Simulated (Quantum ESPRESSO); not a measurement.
## RbSrCl3 (Pm-3m): modes at Γ and the response to a field

Aim: the zone-centre modes of RbSrCl3 (Pm-3m).

Method: DFT LDA, scalar-relativistic, plane waves, PseudoDojo norm-conserving pseudopotentials, in Quantum ESPRESSO 7.5.

## 1. Set-up

Symmetry: Pm-3m, No. 221, cubic system. Conventional cell: a = 5.696 Å, b = 5.696 Å, c = 5.696 Å, α = 90.00°, β = 90.00°, γ = 90.00°. Nearest to Rb lie 12 Cl at 4.03 Å. Sr has 6 Cl at 2.85 Å nearest. Cl has 2 Sr at 2.85 Å and 4 Rb at 4.03 Å nearest. Farther neighbours and most contacts between anions are not listed.

## 2. A probe with smearing

Before anything dear is run, a loose run with smearing shows whether this is a metal and how far the cell is from rest.

The input, probe.in:

```
&control
   calculation = 'scf'
   prefix = 'x'
   outdir = './tmp'
   pseudo_dir = './pseudo'
   tprnfor = .true.
   tstress = .true.
   verbosity = 'high'
/
&system
   ibrav = 1
   celldm(1) = 10.76445448
   nat = 5
   ntyp = 3
   ecutwfc = 75.0
   occupations = 'smearing'
   smearing = 'gaussian'
   degauss = 0.01
/
&electrons
   conv_thr = 1.0d-07
   mixing_beta = 0.7
   electron_maxstep = 100
/
ATOMIC_SPECIES
 Rb     85.4678  Rb.upf
 Sr     87.6200  Sr.upf
 Cl     35.4500  Cl.upf
ATOMIC_POSITIONS crystal
 Rb     0.500000000   0.500000000   0.500000000
 Sr     0.000000000   0.000000000   0.000000000
 Cl     0.500000000   0.000000000   0.000000000
 Cl     0.000000000   0.500000000   0.000000000
 Cl     0.000000000   0.000000000   0.500000000
K_POINTS automatic
 4 4 4 0 0 0
```

Launch:

```
$ OMP_NUM_THREADS=1 mpirun -n 4 pw.x -nk 4 -in probe.in > probe.out
```

The program printed:

```text
[banners, grids, parts of the stress and lines that vanish by symmetry left out]
Program PWSCF v.7.5
     bravais-lattice index     =            1
     lattice parameter (alat)  =      10.7645  a.u.
[...]
kinetic-energy cutoff     =      75.0000  Ry
     charge density cutoff     =     300.0000  Ry
     scf convergence threshold =      1.0E-07
[...]
Exchange-correlation= SLA  PW   NOGX NOGC
                           (   1   4   0   0   0   0   0)
[...]
48 Sym. Ops., with inversion, found
[...]
(     0          1          0      )
                  (     0          0          1      )
[...]
(  0.0000000  1.0000000  0.0000000 )
                  (  0.0000000  0.0000000  1.0000000 )
[...]
(     0         -1          0      )
                  (     0          0          1      )
[...]
( -1.0000000  0.0000000  0.0000000 )
                  (  0.0000000  1.0000000  0.0000000 )
[...]
number of k points=    10  Gaussian smearing, width (Ry)=  0.0100
[...]
End of self-consistent calculation
[...]
the Fermi energy is     3.9152 ev
!    total energy              =    -221.96030974 Ry
[...]
convergence has been achieved in   7 iterations
[...]
atom    1 type  1   force =     0.00000000    0.00000000    0.00000000
     atom    2 type  2   force =     0.00000000    0.00000000    0.00000000
     atom    3 type  3   force =     0.00000000    0.00000000    0.00000000
     atom    4 type  3   force =     0.00000000    0.00000000    0.00000000
     atom    5 type  3   force =     0.00000000    0.00000000    0.00000000
[...]
Total force =     0.000000     Total SCF correction =     0.000000
[...]
total   stress  (Ry/bohr**3)                   (kbar)     P=      -22.99
[...]
XML data file, charge density, pseudopotentials, collected wavefunctions

   JOB DONE.
```

Elapsed: 18 s, on 4 MPI ranks of Intel Xeon at 2.70GHz, shared host; 72 s of CPU time.

This step gave:

* volume per atom: 36.97 Å³
* pressure: -2.299 GPa
* gap on the k-mesh: 4.216 eV

A gap of 4.2 eV opens on this mesh, so the crystal is taken as an insulator; the start stands at -2.3 GPa.

## 3. Relaxing the cell and atoms

The relaxation runs at a cutoff a fifth above that of the response, since stress converges more slowly with the basis than frequencies do. Forces and stress are brought to rest with tight thresholds.

The input, relax.in:

```
&control
   calculation = 'vc-relax'
   prefix = 'x'
   outdir = './tmp'
   pseudo_dir = './pseudo'
   tprnfor = .true.
   tstress = .true.
   forc_conv_thr = 2.0d-05
   etot_conv_thr = 1.0d-07
   nstep = 40
/
&system
   ibrav = 1
   celldm(1) = 10.76445448
   nat = 5
   ntyp = 3
   ecutwfc = 90
   occupations = 'fixed'
   nbnd = 22
/
&electrons
   conv_thr = 1.0d-11
   mixing_beta = 0.7
   electron_maxstep = 100
/
&ions
/
&cell
   press_conv_thr = 0.2
/
ATOMIC_SPECIES
 Rb     85.4678  Rb.upf
 Sr     87.6200  Sr.upf
 Cl     35.4500  Cl.upf
ATOMIC_POSITIONS crystal
 Rb     0.500000000   0.500000000   0.500000000
 Sr     0.000000000   0.000000000   0.000000000
 Cl     0.500000000   0.000000000   0.000000000
 Cl     0.000000000   0.500000000   0.000000000
 Cl     0.000000000   0.000000000   0.500000000
K_POINTS automatic
 4 4 4 0 0 0
```

Launch:

```
$ OMP_NUM_THREADS=1 mpirun -n 4 pw.x -nk 4 -in relax.in > relax.out
```

The program printed:

```text
[banners, grids, parts of the stress and lines that vanish by symmetry left out]
[banner, memory and clock lines left out]
Program PWSCF v.7.5

[...]
kinetic-energy cutoff     =      90.0000  Ry
     charge density cutoff     =     360.0000  Ry
     scf convergence threshold =      1.0E-11
[...]
energy convergence thresh.=      1.0E-07
     force convergence thresh. =      2.0E-05
     press convergence thresh. =      2.0E-01
     Exchange-correlation= SLA  PW   NOGX NOGC
                           (   1   4   0   0   0   0   0)
[...]
48 Sym. Ops., with inversion, found
[...]
number of k points=    10
[...]
c_bands:  1 eigenvalues not converged
[...]
End of self-consistent calculation
[...]
highest occupied, lowest unoccupied level (ev):     0.5860    4.8016
!    total energy              =    -221.96035861 Ry
[...]
convergence has been achieved in  10 iterations
[...]
atom    1 type  1   force =     0.00000000    0.00000000    0.00000000
     atom    2 type  2   force =     0.00000000    0.00000000    0.00000000
     atom    3 type  3   force =     0.00000000    0.00000000    0.00000000
     atom    4 type  3   force =     0.00000000    0.00000000    0.00000000
     atom    5 type  3   force =     0.00000000    0.00000000    0.00000000
     Total force =     0.000000     Total SCF correction =     0.000000
[...]
total   stress  (Ry/bohr**3)                   (kbar)     P=      -23.00
[...]
number of bfgs steps    =   0
[...]
CELL_PARAMETERS (alat= 10.76445448)
[...]
ATOMIC_POSITIONS (crystal)
Rb               0.5000000000        0.5000000000        0.5000000000
Sr               0.0000000000        0.0000000000        0.0000000000
Cl               0.5000000000        0.0000000000        0.0000000000
Cl               0.0000000000        0.5000000000        0.0000000000
[...]
New effective cutoffs (rho, wfc):  362.61   90.70
[...]
End of self-consistent calculation
[...]
highest occupied, lowest unoccupied level (ev):     0.6632    4.9026
!    total energy              =    -221.96254544 Ry
[...]
convergence has been achieved in   7 iterations
[...]
atom    1 type  1   force =     0.00000000    0.00000000    0.00000000
     atom    2 type  2   force =     0.00000000    0.00000000    0.00000000
     atom    3 type  3   force =     0.00000000    0.00000000    0.00000000
     atom    4 type  3   force =     0.00000000    0.00000000    0.00000000
     atom    5 type  3   force =     0.00000000    0.00000000    0.00000000
     Total force =     0.000000     Total SCF correction =     0.000000
[...]
total   stress  (Ry/bohr**3)                   (kbar)     P=      -21.14
[...]
number of bfgs steps    =   1
[...]
WARNING: bfgs curvature condition failed, Theta= 0.877
[...]
CELL_PARAMETERS (alat= 10.76445448)
[...]
ATOMIC_POSITIONS (crystal)
[...]
New effective cutoffs (rho, wfc):  366.92   91.77
[...]
End of self-consistent calculation
[...]
highest occupied, lowest unoccupied level (ev):     0.7818    5.0574
!    total energy              =    -221.96543599 Ry
[...]
convergence has been achieved in   8 iterations
[...]
atom    1 type  1   force =     0.00000000    0.00000000    0.00000000
     atom    2 type  2   force =     0.00000000    0.00000000    0.00000000
[...]
total   stress  (Ry/bohr**3)                   (kbar)     P=       -3.69
[...]
number of bfgs steps    =   4
[...]
CELL_PARAMETERS (alat= 10.76445448)
[...]
ATOMIC_POSITIONS (crystal)
[...]
New effective cutoffs (rho, wfc):  387.81   97.00
[...]
highest occupied, lowest unoccupied level (ev):     1.3755    5.8251
!    total energy              =    -221.97173778 Ry
[...]
convergence has been achieved in   8 iterations
[...]
Total force =     0.000000     Total SCF correction =     0.000000
[...]
total   stress  (Ry/bohr**3)                   (kbar)     P=        0.41
[...]
number of bfgs steps    =   5
[...]
CELL_PARAMETERS (alat= 10.76445448)
[...]
ATOMIC_POSITIONS (crystal)
[...]
New effective cutoffs (rho, wfc):  387.40   96.90
[...]
highest occupied, lowest unoccupied level (ev):     1.3637    5.8099
!    total energy              =    -221.97174017 Ry
[...]
convergence has been achieved in   7 iterations
[...]
Total force =     0.000000     Total SCF correction =     0.000000
[...]
total   stress  (Ry/bohr**3)                   (kbar)     P=       -0.01
[...]
number of bfgs steps    =   6
[...]
small trust_radius: resetting bfgs history
[...]
CELL_PARAMETERS (alat= 10.76445448)
[...]
ATOMIC_POSITIONS (crystal)
[...]
New effective cutoffs (rho, wfc):  387.40   96.90
[...]
End of self-consistent calculation
[...]
highest occupied, lowest unoccupied level (ev):     1.3637    5.8100
!    total energy              =    -221.97174017 Ry
[...]
convergence has been achieved in   3 iterations
[...]
atom    3 type  3   force =     0.00000000    0.00000000    0.00000000
     atom    4 type  3   force =     0.00000000    0.00000000    0.00000000
     atom    5 type  3   force =     0.00000000    0.00000000    0.00000000
     Total force =     0.000000     Total SCF correction =     0.000000
[...]
total   stress  (Ry/bohr**3)                   (kbar)     P=       -0.01
[...]
bfgs converged in   8 scf cycles and   7 bfgs steps
[...]
End of BFGS Geometry Optimization
     Final enthalpy           =    -221.9717401705 Ry
     File ./tmp/x.bfgs deleted, as requested
[...]
CELL_PARAMETERS (alat= 10.76445448)
[...]
ATOMIC_POSITIONS (crystal)
[...]
Cl               0.0000000000        0.5000000000        0.0000000000
Cl               0.0000000000        0.0000000000        0.5000000000
[...]
Final scf calculation at the relaxed structure.
[...]
kinetic-energy cutoff     =      90.0000  Ry
     charge density cutoff     =     360.0000  Ry
     scf convergence threshold =      1.0E-13
[...]
press convergence thresh. =      2.0E-01
     Exchange-correlation= SLA  PW   NOGX NOGC
                           (   1   4   0   0   0   0   0)
[...]
48 Sym. Ops., with inversion, found
[...]
number of k points=    10
[...]
c_bands:  1 eigenvalues not converged
     c_bands:  1 eigenvalues not converged
     c_bands:  1 eigenvalues not converged
[...]
End of self-consistent calculation
[...]
highest occupied, lowest unoccupied level (ev):     1.3637    5.8100
!    total energy              =    -221.97173509 Ry
[...]
convergence has been achieved in  11 iterations
[...]
atom    1 type  1   force =     0.00000000    0.00000000    0.00000000
     atom    2 type  2   force =     0.00000000    0.00000000    0.00000000
     atom    3 type  3   force =     0.00000000    0.00000000    0.00000000
     atom    4 type  3   force =     0.00000000    0.00000000    0.00000000
     atom    5 type  3   force =     0.00000000    0.00000000    0.00000000
     Total force =     0.000000     Total SCF correction =     0.000000
[...]
total   stress  (Ry/bohr**3)                   (kbar)     P=       -0.02
[...]
XML data file, charge density, pseudopotentials, collected wavefunctions
```

It took 5.1 min on 4 MPI ranks.

Step by step:

| step | energy less that of the first step (eV) | largest force (eV/Å) | pressure (GPa) | volume (Å³) |
| --- | --- | --- | --- | --- |
| 1 | 0.0000 | 0.0000 | -2.30 | 184.83 |
| 2 | -0.0298 | 0.0000 | -2.11 | 182.67 |
| 3 | -0.0691 | 0.0000 | -1.81 | 179.47 |
| 4 | -0.1152 | 0.0000 | -1.29 | 174.73 |
| 5 | -0.1521 | 0.0000 | -0.37 | 167.78 |
| 6 | -0.1548 | 0.0000 | 0.04 | 165.16 |
| 7 | -0.1549 | 0.0000 | 0.00 | 165.42 |
| 8 | -0.1549 | 0.0000 | 0.00 | 165.42 |
| 9 | -0.1548 | 0.0000 | 0.00 | 165.42 |

| conventional cell, symmetrised | before | after | change |
| --- | --- | --- | --- |
| a (Å) | 5.696 | 5.489 | -3.6 % |
| b (Å) | 5.696 | 5.489 | -3.6 % |
| c (Å) | 5.696 | 5.489 | -3.6 % |
| volume (Å³/atom) | 36.97 | 33.08 | -10.5 % |

The relaxed structure:

```
Rb Sr Cl
1.0
     5.48948    0.00000    0.00000
     0.00000    5.48948    0.00000
     0.00000    0.00000    5.48948
Rb Sr Cl
1 1 3
Direct
  0.50000 0.50000 0.50000
  0.00000 0.00000 0.00000
  0.50000 0.00000 0.00000
  0.00000 0.50000 0.00000
  0.00000 0.00000 0.50000
```

The last row of the table of steps is pw.x's closing run on a basis chosen anew for the final cell, so its energy can jump.

Numbers from this step:

```
volume per atom   : 33.08 Å³
pressure          : -0.002 GPa
gap on the k-mesh : 4.446 eV
```

The volume changes by -10.5 % from the cell with which this run began.

## 4. Self-consistent run for the response

Perturbation theory inherits every error of the wavefunctions, so the threshold is set near the limit of the arithmetic. With a gap, occupations are fixed, which also allows the response to an electric field.

The input, scf.in:

```
&control
   calculation = 'scf'
   prefix = 'x'
   outdir = './tmp'
   pseudo_dir = './pseudo'
   tprnfor = .true.
   tstress = .true.
/
&system
   ibrav = 1
   celldm(1) = 10.37361079
   nat = 5
   ntyp = 3
   ecutwfc = 75.0
   occupations = 'fixed'
   nbnd = 22
/
&electrons
   conv_thr = 1.0d-12
   mixing_beta = 0.7
   electron_maxstep = 100
/
ATOMIC_SPECIES
 Rb     85.4678  Rb.upf
 Sr     87.6200  Sr.upf
 Cl     35.4500  Cl.upf
ATOMIC_POSITIONS crystal
 Rb     0.500000000   0.500000000   0.500000000
 Sr     0.000000000   0.000000000   0.000000000
 Cl     0.500000000   0.000000000   0.000000000
 Cl     0.000000000   0.500000000   0.000000000
 Cl     0.000000000   0.000000000   0.500000000
K_POINTS automatic
 4 4 4 0 0 0
```

Launch:

```
$ OMP_NUM_THREADS=1 mpirun -n 4 pw.x -nk 4 -in scf.in > scf.out
```

The program printed:

```text
[banners, grids, parts of the stress and lines that vanish by symmetry left out]
[banner, memory and clock lines left out]
Program PWSCF v.7.5

[...]
kinetic-energy cutoff     =      75.0000  Ry
     charge density cutoff     =     300.0000  Ry
     scf convergence threshold =      1.0E-12
[...]
Exchange-correlation= SLA  PW   NOGX NOGC
                           (   1   4   0   0   0   0   0)
[...]
48 Sym. Ops., with inversion, found
[...]
number of k points=    10
[...]
End of self-consistent calculation
[...]
highest occupied, lowest unoccupied level (ev):     1.3637    5.8100
!    total energy              =    -221.97168482 Ry
[...]
convergence has been achieved in  11 iterations
[...]
atom    1 type  1   force =     0.00000000    0.00000000    0.00000000
     atom    2 type  2   force =     0.00000000    0.00000000    0.00000000
     atom    3 type  3   force =     0.00000000    0.00000000    0.00000000
     atom    4 type  3   force =     0.00000000    0.00000000    0.00000000
     atom    5 type  3   force =     0.00000000    0.00000000    0.00000000
     Total force =     0.000000     Total SCF correction =     0.000000
[...]
total   stress  (Ry/bohr**3)                   (kbar)     P=       -0.02
[...]
XML data file, charge density, pseudopotentials, collected wavefunctions
```

It took 28 s on 4 MPI ranks; 1.9 min of CPU time.

The cell stands at -0.002 GPa, close enough for phonons.

(Part 1 of 3 ends here.)

[Host names and launcher messages were left out of these logs when they were recorded.]

[Logs are printed without paths, hosts, clocks, repeated set-up lines and the standing remarks that a program may print on its own settings, such as how far it seeks lower states.]

[Hosts, paths, dates, database ids (printed as entryN), source tags and the programs' standing remarks are cut or masked in the printed files.]
